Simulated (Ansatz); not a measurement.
# Lu (P6_3/mmc): phonon-mediated transition temperature

Wanted: λ, ω_log and Tc of Lu (P6_3/mmc). The cell shown first is a relaxed one, from steps not shown here.

Program: Ansatz 0.2.0. Level of theory: DFT PBE, scalar-relativistic, plane waves, PAW. Results are calculated unless marked as measured.

## 1. The cell after earlier relaxation steps

Symmetry: P6_3/mmc, No. 194, hexagonal system. The conventional cell has a = 3.505 Å, b = 3.505 Å, c = 5.463 Å, α = 90.00°, β = 90.00°, γ = 120.00°. Lu has 12 Lu at 3.40 to 3.50 Å nearest.

As a file:

```cif
data_structure
_symmetry_space_group_name_H-M 'P6_3/mmc'
_symmetry_Int_Tables_number 194
_cell_length_a 3.5048
_cell_length_b 3.5048
_cell_length_c 5.4630
_cell_angle_alpha 90.000
_cell_angle_beta 90.000
_cell_angle_gamma 120.000
_cell_volume 58.11
loop_
_atom_site_label
_atom_site_type_symbol
_atom_site_symmetry_multiplicity
_atom_site_Wyckoff_symbol
_atom_site_fract_x
_atom_site_fract_y
_atom_site_fract_z
_atom_site_occupancy
Lu1 Lu 2 c 0.33333 0.66667 0.25000 1
```

## 2. Electron–phonon run: q 3×3×2, k 9×9×4, scattering 12×12×8

The run that gives the couplings also evaluates McMillan's and Allen and Dynes's formulas and, where asked, the Eliashberg equations, over a range of μ*.

The input, input.yaml:

```yaml
crystal:
  lattice:
    - [3.5047618546, 0.0, 0.0]
    - [-1.7523809273, 3.0352128003, 0.0]
    - [0.0, 0.0, 5.4630270079]
  atoms:
    - { symbol: Lu, position: [0.3333333333, 0.6666666667, 0.25] }
    - { symbol: Lu, position: [0.6666666667, 0.3333333333, 0.75] }
kpoints:
  mp_grid: { grid: [9, 9, 4] }
hamiltonian:
  xc: pbe
scf:
  occupations: { method: methfessel_paxton, width: 0.2 }
output:
  eigenvalues: true
phonons:
  method: dfpt
  qmesh: [3, 3, 2]
  temperatures: { t_max: 1000, t_step: 50 }
  qpath:
    path:
      - [[0.0, 0.0, 0.0], [0.5, 0.0, 0.0], [0.33333333, 0.33333333, 0.0], [0.0, 0.0, 0.0], [0.0, 0.0, 0.5], [0.5, 0.0, 0.5], [0.33333333, 0.33333333, 0.5], [0.0, 0.0, 0.5]]
      - [[0.5, 0.0, 0.5], [0.5, 0.0, 0.0]]
      - [[0.33333333, 0.33333333, 0.5], [0.33333333, 0.33333333, 0.0]]
    npoints: 10
  electrical_resistivity:
    mesh: [12, 12, 8]
    temperatures: [20.0, 50.0, 80.0, 100.0, 150.0, 200.0, 273.0, 300.0, 400.0, 500.0, 600.0, 800.0]
  superconductivity: { mesh: [12, 12, 8] }
```

Started as:

```console
> ansatz run input.yaml --threads 4 --pin off --max-ram 10240MiB --backend cpu --events-out ev --progress --plain --runs-dir out
```

Numbers of over 12 decimals in the logs are rounded to 6 here.

Output:

```text
band count auto-derived: 31 (N_el = 50.0; filled up to band 25; 30 by the electrons, moments and atoms)
Engine: ansatz 0.2.0, aarch64-unknown-linux-gnu
Pseudopotentials: kind: paw
Pseudopotential: Lu, paw, valence charge 25, recommended cutoff 420 eV (normal), Lu.paw.azcp
Functional definition: PBE
  parameter kappa = 0.804
  parameter beta = 0.066725
  exchange = pbe_x(kappa = kappa, mu = beta*pi^2/3)
  correlation = pbe_c(beta = beta)
Crystal: 2 atoms, lattice volume = 58.114 Å³
Basis set: ecut = 420 eV, 1105 PW (Γ), exchange–correlation on 48×48×80 points (8 copies of the dense FFT grid, shifted against one another)
Bands: 31, of which v1, the nominal top of the filled ones, is band 25 counted from 1 (24 counted from 0)
Symmetry: 24 space group operations
k-points: 36 of 324
Non-local potential: Lu, projectors of the file, l = 0: 3, l = 1: 2, l = 2: 2, l = 3: 3
PAW form: soft (Blöchl's): semilocal exchange-correlation on the pseudo side does not see the compensation charge
PAW one-centre angular grid: Lu, 590 points (default); XC on 64 Gauss nodes
Initial density: superposition of atomic densities (neutral atoms: chi_scale 0, normalization atom), corrected by the library's trained network
Initial wavefunctions: pseudopotential atomic-orbital guess
Functional: x = pbe(κ = 0.804, μ = 0.219515), c = pbe(β = 0.066725)
SCF iter   1: F=—  HF=-29464.871126 eV  |F-HF|=—  |Δ(HF+E_count)|=         —  Δρ=2.10e-3  dr2=1.84e-3  ethr=1.77e-3  ⟨swp⟩=5.2  Hψ=4674  notcnv=0
preconditioner: auto → Kerker (q_TF=auto, 2.661 Å⁻¹)  [metal: Δε(μ)=0.053 eV  Ē_g=12.681 eV  σ=0.200 eV  W_gap=0.22  n_scr=22 (ndim 8)  ℏωp=33.0 eV  f_vac=0.000  D(μ)=2.70/eV (n_scr^D=22)]
SCF iter   2: F=—  HF=-29464.865098 eV  |F-HF|=—  |Δ(HF+E_count)|=   6.03e-3  S|Δr|=    0.00e0  Δρ=1.93e-3  dr2=1.78e-3  ethr=3.67e-6  ⟨swp⟩=3.2  Hψ=3254  notcnv=0
SCF iter   3: F=—  HF=-29464.863471 eV  |F-HF|=—  |Δ(HF+E_count)|=   1.63e-3  S|Δr|=    0.00e0  Δρ=1.03e-3  dr2=5.69e-4  ethr=3.56e-6  ⟨swp⟩=3.0  Hψ=2624  notcnv=0  defer=1
SCF iter   4: F=—  HF=-29464.863389 eV  |F-HF|=—  |Δ(HF+E_count)|=   8.26e-5  S|Δr|=    0.00e0  Δρ=4.33e-4  dr2=9.90e-5  ethr=1.14e-6  ⟨swp⟩=2.0  Hψ=1991  notcnv=0  defer=2
SCF iter   5: F=—  HF=-29464.863375 eV  |F-HF|=—  |Δ(HF+E_count)|=   1.33e-5  S|Δr|=    0.00e0  Δρ=8.90e-5  dr2=4.15e-6  ethr=1.98e-7  ⟨swp⟩=2.0  Hψ=1943  notcnv=0  defer=2
SCF iter   6: F=—  HF=-29464.863378 eV  |F-HF|=—  |Δ(HF+E_count)|=   2.26e-6  S|Δr|=    0.00e0  Δρ=1.73e-5  dr2=8.88e-8  ethr=8.31e-9  ⟨swp⟩=2.5  Hψ=2027  notcnv=0  defer=2
SCF iter   7: F=—  HF=-29464.863377 eV  |F-HF|=—  |Δ(HF+E_count)|=   6.50e-7  S|Δr|=    0.00e0  Δρ=6.16e-6  dr2=1.19e-8  ethr=1.78e-10  ⟨swp⟩=3.0  Hψ=2750  notcnv=0  defer=2
SCF iter   8: F=—  HF=-29464.863377 eV  |F-HF|=—  |Δ(HF+E_count)|=   1.80e-7  S|Δr|=    0.00e0  Δρ=3.07e-6  dr2=1.56e-9  ethr=2.39e-11  ⟨swp⟩=3.1  Hψ=2736  notcnv=0  defer=2
SCF iter   9: F=—  HF=-29464.863377 eV  |F-HF|=—  |Δ(HF+E_count)|=   1.87e-8  S|Δr|=    0.00e0  Δρ=4.77e-7  dr2=4.05e-11  ethr=3.11e-12  ⟨swp⟩=3.2  Hψ=2889  notcnv=0  defer=2
SCF iter  10: F=-29464.863377 eV  HF=-29464.863377 eV  |F-HF|=1.46e-11  |Δ(HF+E_count)|=  9.82e-11  S|Δr|=    0.00e0  Δρ=1.31e-7  dr2=7.14e-12  ethr=1.00e-12  ⟨swp⟩=13.3  Hψ=8725  notcnv=0
SCF 1 converged in 10 iterations: F = -29464.863377 eV  dr2 = 7.14e-12
  greatest PAW one-centre occupation: 0.998 electrons in one spin orbital (limit 2), on the Lu atom at site 1 (counted from 0), in its partial waves of l = 0
NSCF: frozen V_eff on 36 k-points
NSCF: frozen V_eff on 75 k-points
DFPT response loops at q = (0, 0, 0) (fractional): preconditioner auto → Kerker (q_TF=auto, 2.661 Å⁻¹) (partly filled bands, converged f_vac=0.000); β = 1.00, the filter's whole step (`scf.mixing.beta` (0.50) is not read by the response loops under this deck's `scf.mixing.preconditioner`; to damp them name `kerker` or `kerker_dos`, under which they read `scf.mixing.beta`, and type it under 1.00, their step now; both keys bind the ground state too); Broyden in place of MSR1
NSCF: frozen V_eff on 150 k-points
DFPT response loops at q = (0, 0, -0.5) (fractional): mixed as the last ones told, above
NSCF: frozen V_eff on 270 k-points
DFPT response loops at q = (0, 0.333333, 0) (fractional): mixed as the last ones told, above
NSCF: frozen V_eff on 270 k-points
DFPT response loops at q = (0, 0.333333, -0.5) (fractional): mixed as the last ones told, above
NSCF: frozen V_eff on 270 k-points
DFPT response loops at q = (0.333333, 0.333333, 0) (fractional): mixed as the last ones told, above
NSCF: frozen V_eff on 270 k-points
DFPT response loops at q = (0.333333, 0.333333, -0.5) (fractional): mixed as the last ones told, above
SCF iter   1: F=—  HF=-29464.871126 eV  |F-HF|=—  |Δ(HF+E_count)|=         —  Δρ=2.10e-3  dr2=1.84e-3  ethr=1.77e-3  ⟨swp⟩=5.2  Hψ=4674  notcnv=0
SCF iter   2: F=—  HF=-29464.865098 eV  |F-HF|=—  |Δ(HF+E_count)|=   6.03e-3  S|Δr|=    0.00e0  Δρ=1.93e-3  dr2=1.78e-3  ethr=3.67e-6  ⟨swp⟩=3.2  Hψ=3254  notcnv=0
SCF iter   3: F=—  HF=-29464.863471 eV  |F-HF|=—  |Δ(HF+E_count)|=   1.63e-3  S|Δr|=    0.00e0  Δρ=1.03e-3  dr2=5.69e-4  ethr=3.56e-6  ⟨swp⟩=3.0  Hψ=2624  notcnv=0  defer=1
SCF iter   4: F=—  HF=-29464.863389 eV  |F-HF|=—  |Δ(HF+E_count)|=   8.26e-5  S|Δr|=    0.00e0  Δρ=4.33e-4  dr2=9.90e-5  ethr=1.14e-6  ⟨swp⟩=2.0  Hψ=1991  notcnv=0  defer=2
SCF iter   5: F=—  HF=-29464.863375 eV  |F-HF|=—  |Δ(HF+E_count)|=   1.33e-5  S|Δr|=    0.00e0  Δρ=8.90e-5  dr2=4.15e-6  ethr=1.98e-7  ⟨swp⟩=2.0  Hψ=1943  notcnv=0  defer=2
SCF iter   6: F=—  HF=-29464.863378 eV  |F-HF|=—  |Δ(HF+E_count)|=   2.26e-6  S|Δr|=    0.00e0  Δρ=1.73e-5  dr2=8.88e-8  ethr=8.31e-9  ⟨swp⟩=2.5  Hψ=2027  notcnv=0  defer=2
SCF iter   7: F=—  HF=-29464.863377 eV  |F-HF|=—  |Δ(HF+E_count)|=   6.50e-7  S|Δr|=    0.00e0  Δρ=6.16e-6  dr2=1.19e-8  ethr=1.78e-10  ⟨swp⟩=3.0  Hψ=2750  notcnv=0  defer=2
SCF iter   8: F=—  HF=-29464.863377 eV  |F-HF|=—  |Δ(HF+E_count)|=   1.80e-7  S|Δr|=    0.00e0  Δρ=3.07e-6  dr2=1.56e-9  ethr=2.39e-11  ⟨swp⟩=3.1  Hψ=2736  notcnv=0  defer=2
SCF iter   9: F=—  HF=-29464.863377 eV  |F-HF|=—  |Δ(HF+E_count)|=   1.87e-8  S|Δr|=    0.00e0  Δρ=4.77e-7  dr2=4.05e-11  ethr=3.11e-12  ⟨swp⟩=3.2  Hψ=2889  notcnv=0  defer=2
SCF iter  10: F=-29464.863377 eV  HF=-29464.863377 eV  |F-HF|=1.09e-11  |Δ(HF+E_count)|=  9.82e-11  S|Δr|=    0.00e0  Δρ=1.30e-7  dr2=7.10e-12  ethr=1.00e-12  ⟨swp⟩=5.0  Hψ=4477  notcnv=0
SCF 2 converged in 10 iterations: F = -29464.863377 eV  dr2 = 7.10e-12
NSCF: frozen V_eff on 36 k-points
NSCF: frozen V_eff on 36 k-points
[...]
SCF converged after 10 iterations
[...]
interpolated dispersion: 93 rows × 6 modes
  density of states and harmonic sums: on the 21×21×12 q-mesh, interpolated from the force constants of a 3×3×2 supercell (no non-analytic term)
  largest difference from the sums on the solved wave vectors: F 4.78e-2 eV, S 6.21e-5 and C_V 1.43e-5 eV/K
  zero-point energy: 0.030841 eV/cell   skipped modes (ω ≤ 0): 3   left out of the sums: 9.45e-5 of the cell's modes: C_V's classical limit lies that fraction below 3 k_B per atom; for a crystal, a wire or a layer, F and S can be off by more, and a phonons.interpolated_qmesh denser along its periods is the remedy for the sampling
--- Electrical resistivity: potentials and phonons of a 3×3×2 supercell ---
  scattering by harmonic phonons alone, with no dipole-dipole term; scattering by other electrons, impurities, surfaces and spin disorder is left out, and so is spin–orbit coupling
  the resistivity is that of a variational response, whose dependence on the energy is improved iteratively
  at the Fermi level of each mesh (of a tensor a third of its trace):
           mesh   spin    states/(eV spin)  plasma energy (eV)         λ      λ_tr    ħω_log (meV)
        12×12×8                     1.6659              4.0799    0.5342    0.6026           8.848
          6×6×4                     1.5432              3.4424    0.4951    0.5900           8.954
  resistivity on the deck's mesh, µΩ·cm:
     T (K)       trace/3  mesh converged            xx            yy            zz    lowest order   relaxation time
     20.00     3.4236e-1              no     4.2144e-1     4.2144e-1     1.8419e-1       5.6804e-1         3.7171e-1
     50.00      5.1707e0              no      6.3483e0      6.3483e0      2.8155e0        5.7683e0          4.8766e0
     80.00      1.0978e1              no      1.3507e1      1.3507e1      5.9200e0        1.1571e1          1.0185e1
    100.00      1.4624e1              no      1.7997e1      1.7997e1      7.8789e0        1.5289e1          1.3536e1
    150.00      2.3302e1              no      2.8659e1      2.8659e1      1.2589e1        2.4263e1          2.1534e1
    200.00      3.1717e1              no      3.8966e1      3.8966e1      1.7219e1        3.3043e1          2.9303e1
    273.00      4.3916e1              no      5.3867e1      5.3867e1      2.4014e1        4.5871e1          4.0583e1
    300.00      4.8445e1              no      5.9390e1      5.9390e1      2.6555e1        5.0663e1          4.4774e1
    400.00      6.5383e1              no      8.0006e1      8.0006e1      3.6138e1        6.8716e1          6.0448e1
    500.00      8.2560e1              no      1.0085e2      1.0085e2      4.5991e1        8.7212e1          7.6317e1
    600.00      9.9892e1              no      1.2179e2      1.2179e2      5.6090e1        1.0604e2          9.2294e1
    800.00      1.3468e2              no      1.6357e2      1.6357e2      7.6906e1        1.4425e2          1.2419e2
  mean free path at 20 K (of a tensor a third of its trace): 433 nm by what each carries, 344 by the Fermi surface alone
  mean free path at 50 K (of a tensor a third of its trace): 26.1 nm by what each carries, 22.7 by the Fermi surface alone
  mean free path at 80 K (of a tensor a third of its trace): 11.8 nm by what each carries, 10.7 by the Fermi surface alone
  mean free path at 100 K (of a tensor a third of its trace): 8.79 nm by what each carries, 8.06 by the Fermi surface alone
  mean free path at 150 K (of a tensor a third of its trace): 5.49 nm by what each carries, 5.05 by the Fermi surface alone
  mean free path at 200 K (of a tensor a third of its trace): 4.02 nm by what each carries, 3.71 by the Fermi surface alone
  mean free path at 273 K (of a tensor a third of its trace): 2.90 nm by what each carries, 2.68 by the Fermi surface alone
  mean free path at 300 K (of a tensor a third of its trace): 2.63 nm by what each carries, 2.42 by the Fermi surface alone
  mean free path at 400 K (of a tensor a third of its trace): 1.96 nm by what each carries, 1.79 by the Fermi surface alone
  mean free path at 500 K (of a tensor a third of its trace): 1.56 nm by what each carries, 1.42 by the Fermi surface alone
  mean free path at 600 K (of a tensor a third of its trace): 1.30 nm by what each carries, 1.17 by the Fermi surface alone
  mean free path at 800 K (of a tensor a third of its trace): 0.983 nm by what each carries, 0.867 by the Fermi surface alone
  the resistivity times a path that all electrons share, by the Fermi surface of the deck's mesh alone (a third of the trace): 1.187e-15 Ω·m²
  not converged in the mesh (λ; λ_tr; the resistivity at 20 K by 53.60 %; the resistivity at 50 K by 47.28 %; the resistivity at 80 K by 45.36 %; the resistivity at 100 K by 44.19 %; the resistivity at 150 K by 41.82 %; the resistivity at 200 K by 40.10 %; the resistivity at 273 K by 38.12 %; the resistivity at 300 K by 37.45 %; the resistivity at 400 K by 35.05 %; the resistivity at 500 K by 32.72 %; the resistivity [...]
  vibrations of 18 cells: unjudged by the run; compare a larger repeat
  the changes of the potential over all sites missed a rigid shift's by 0.00 % (the site terms' by 0.09 %)
  at the force constants' own smearing the fine mesh and the k-points of their solves give squared frequencies that differ by 16.3 % of the larger at the most, at (0, 0, 0)
--- Superconductivity: potentials and phonons of a 3×3×2 supercell ---
           mesh         λ    ħω_log (meV)  μ* declared at (meV)
        12×12×8    0.5342           8.848                9.516
          6×6×4    0.4951           8.954                9.608
  λ by the species' shares of the modes' patterns: Lu 0.5342
  with the Fermi level up to 15.1 meV (the hardest mode) off, states and modes as they are: density of states 1.6524 to 1.6857 /eV of one spin and cell, λ 0.5249 to 0.5455
  transition temperature on the deck's mesh (K), isotropic and anisotropic, restricted to the Fermi surface (FSR) and over the full bandwidth (FBW), and the last with the density of states resolved in a narrower window:
        μ*   McMillan   Allen–Dynes      iso. FSR      iso. FBW    aniso. FSR    aniso. FBW  narrow window
      0.08      2.052         2.103         2.001         2.001         2.149         2.149          2.149
      0.10      1.602         1.638         1.523         1.524         1.664         1.665          1.665
      0.12      1.207         1.232         1.119         1.119         1.251         1.251          1.251
      0.13      1.032         1.052         0.944         0.944         1.070         1.070          1.070
      0.14      0.871         0.888         0.787         0.788         0.907         0.907          0.907
      0.16      0.596         0.606         0.526         0.526         0.631         0.631          0.631
      0.20      0.222         0.225         0.189         0.190         0.261         0.261          0.261
  isotope coefficients −∂ln Tc/∂ln M under μ* = 0.13, the force constants as they are, of the isotropic transitions restricted to the Fermi surface and over the full bandwidth: Lu 0.352 and 0.352
  gaps at the Fermi level over the full bandwidth under μ* = 0.1, 0.416 K: 0.169 to 0.355 meV
  gaps at the Fermi level over the full bandwidth under μ* = 0.13, 0.268 K: 0.101 to 0.235 meV
  gaps at the Fermi level over the full bandwidth under μ* = 0.16, 0.158 K: 0.054 to 0.144 meV
  not converged in the mesh (λ, the transition temperature): between neighbouring meshes, the two finest first, λ moves by 7.33 % and the anisotropic transition temperature over the full bandwidth at μ* = 0.13 by 27.01 %; converged means that the two finest part by at most 2.00 % and 5.00 %
  vibrations of 18 cells: unjudged by the run; compare a larger repeat
  the changes of the potential over all sites missed a rigid shift's by 0.00 % (the site terms' by 0.09 %)
  at the force constants' own smearing the fine mesh and the k-points of their solves give squared frequencies that differ by 16.3 % of the larger at the most, at (0, 0, 0)
[key lines of the parts left out:]
Free energy (F): -29464.863377 eV
Fermi energy:    13.759351 eV
```

It took 7 min on 4 threads of Arm Neoverse V1, shared host; peak memory 4.9 GiB.

Numbers from this step:

```
volume per atom                                                                : 29.06 Å³
metallic on mesh                                                               : yes
gap on the k-mesh                                                              : 0 eV
zero point energy                                                              : 0.03084 eV/cell
share of imaginary modes in the plain interpolation between solved wavevectors : 0
highest frequency, solved or plainly interpolated                              : 122.8 cm⁻¹
Debye temperature (second moment)                                              : 159 K
resistivity at 300 K                                                           : 48.45 μΩ cm, mean of the axes
coupling constant λ                                                            : 0.5342
density of states at the Fermi level                                           : 1.666 states/eV a spin and cell
log mean phonon energy ħω_log                                                  : 8.848 meV
transport coupling constant λ_tr                                               : 0.6005, 0.6005, 0.607 (xx, yy, zz)
Drude plasma energy                                                            : 3.407, 3.407, 5.169 eV (xx, yy, zz)
resistivity times mean free path                                               : 14.73, 14.73, 6.146 × 10⁻¹⁶ Ω m² (xx, yy, zz)
second-moment phonon energy ħω₂                                                : 9.516 meV
coupling λ by branch                                                           : 0.135, 0.109, 0.0817, 0.081, 0.0758, 0.0518 (branches by rank of frequency)
```

Transition temperatures:

```csv
μ*,McMillan Tc (K),Allen–Dynes Tc (K),isotropic Fermi-surface Tc (K),isotropic full bandwidth Tc (K),anisotropic Fermi-surface Tc (K),anisotropic full bandwidth Tc (K),anisotropic narrow window Tc (K)
0.08,2.05,2.1,2,2,2.15,2.15,2.15
0.1,1.6,1.64,1.52,1.52,1.66,1.66,1.66
0.12,1.21,1.23,1.12,1.12,1.25,1.25,1.25
0.13,1.03,1.05,0.944,0.944,1.07,1.07,1.07
0.14,0.871,0.888,0.787,0.788,0.907,0.907,0.907
0.16,0.596,0.606,0.526,0.526,0.631,0.631,0.631
0.2,0.222,0.225,0.189,0.19,0.261,0.261,0.261
```

(Continued in part 2 of 2.)

[Logs are printed without paths, hosts, clocks, repeated set-up lines and the standing remarks that a program may print on its own settings, such as how far it seeks lower states.]

[Hosts, paths, dates, database ids (printed as entryN), source tags and the programs' standing remarks are cut or masked in the printed files.]
